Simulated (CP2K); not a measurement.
Consider nitric acid at its PBE geometry (Å).

```xyz
5

O     0.7111   -0.7671   -0.1244
N    -0.4470    0.0898    0.0496
O    -1.5029   -0.4956    0.0614
O    -0.2016    1.2815    0.1552
H     1.4404   -0.1086   -0.1418
```

Method: CP2K XAS_TDP, all-electron GAPW, PBEh(45%), aug-cc-pVTZ, TDA, no relativity.

**Question.** Where do the N K-edge lines lie, and how strong are they?

Leading lines: N2 399.77 eV. The leading line of an atom is its first one with 35 % of the strongest within 2.5 eV of its lowest line over the strength cut. 

The first six lines of each atom with a strength over 0.0015:

```
              atom  energy (eV)  states  strength, one atom
N2 (bonded to 3 O)       399.77       1              0.0759
                         403.53       1              0.0611
                         407.09       1              0.0053
                         408.41       1              0.0071
                         409.32       1              0.0029
                         409.76       2              0.0185
```

Lines are vertical, at one geometry, with no vibrational structure. Without a correction of the core level, line positions, and the gaps between valence and Rydberg lines, follow the share of exact exchange. At this level such K lines come out 3 to 6 eV under measured ones. These values hold no scalar relativity, about 0.2 eV for N 1s. Rydberg lines, and the discretised continuum above threshold, depend on the basis and the box.

[Banner, clock and machine lines of the logs are left out without a mark of their own.]

[Logs are printed without paths, hosts, clocks, repeated set-up lines and the standing remarks that a program may print on its own settings, such as how far it seeks lower states.]

[Hosts, paths, dates, database ids (printed as entryN), source tags and the programs' standing remarks are cut or masked in the printed files.]
